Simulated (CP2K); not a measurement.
Two runs for the C K edge of cyanoallene. Run A: CP2K XAS_TDP, all-electron GAPW, PBEh(45%), aug-cc-pVDZ, TDA, no relativity. Run B differs in one setting.

First lines with a strength over 0.0015. A:

```tsv
atom	energy (eV)	states	strength, one atom
C1 (bonded to C and 2 H)	281.51	1	0.0494
	284.78	1	0.0035
	285.76	1	0.0188
	285.96	1	0.0038
	286.43	1	0.0069
C2 (bonded to 2 C)	281.29	1	0.0599
	282.00	1	0.0557
	287.17	1	0.0036
	288.33	1	0.0018
	289.57	2	0.0058
C3 (bonded to 2 C and H)	282.03	1	0.0364
	284.07	1	0.0034
	285.48	1	0.0031
	286.56	1	0.0073
	286.96	1	0.0162
C4 (bonded to C and N)	282.16	1	0.0351
	282.53	1	0.0541
	284.97	1	0.0078
	285.74	1	0.0299
	287.50	1	0.0026
```

B:

```tsv
atom	energy (eV)	states	strength, one atom
C1 (bonded to C and 2 H)	281.79	1	0.0494
	285.09	1	0.0036
	286.04	1	0.0188
	286.25	1	0.0038
	286.71	1	0.0069
C2 (bonded to 2 C)	281.57	1	0.0600
	282.28	1	0.0559
	287.45	1	0.0036
	288.62	1	0.0018
	289.86	2	0.0058
C3 (bonded to 2 C and H)	282.27	1	0.0367
	284.33	1	0.0035
	285.77	1	0.0033
	286.83	1	0.0071
	287.21	1	0.0165
C4 (bonded to C and N)	282.46	1	0.0351
	282.83	1	0.0542
	285.27	1	0.0078
	286.04	1	0.0299
	287.79	1	0.0025
```

Which was it: scalar relativity switched on, GW2X switched on, the functional, the basis?

Scalar relativity switched on. Relativity shifts all lines of an element by nearly the same amount and keeps their strengths. Against PBEh(45%) in aug-cc-pVDZ, the leading lines move by +0.28 eV (C1, to 281.79), +0.28 eV (C2, to 281.57), +0.24 eV (C3, to 282.27) and +0.30 eV (C4, to 282.46).

[Banner, clock and machine lines of the logs are left out without a mark of their own.]

[Logs are printed without paths, hosts, clocks, repeated set-up lines and the standing remarks that a program may print on its own settings, such as how far it seeks lower states.]

[Hosts, paths, dates, database ids (printed as entryN), source tags and the programs' standing remarks are cut or masked in the printed files.]
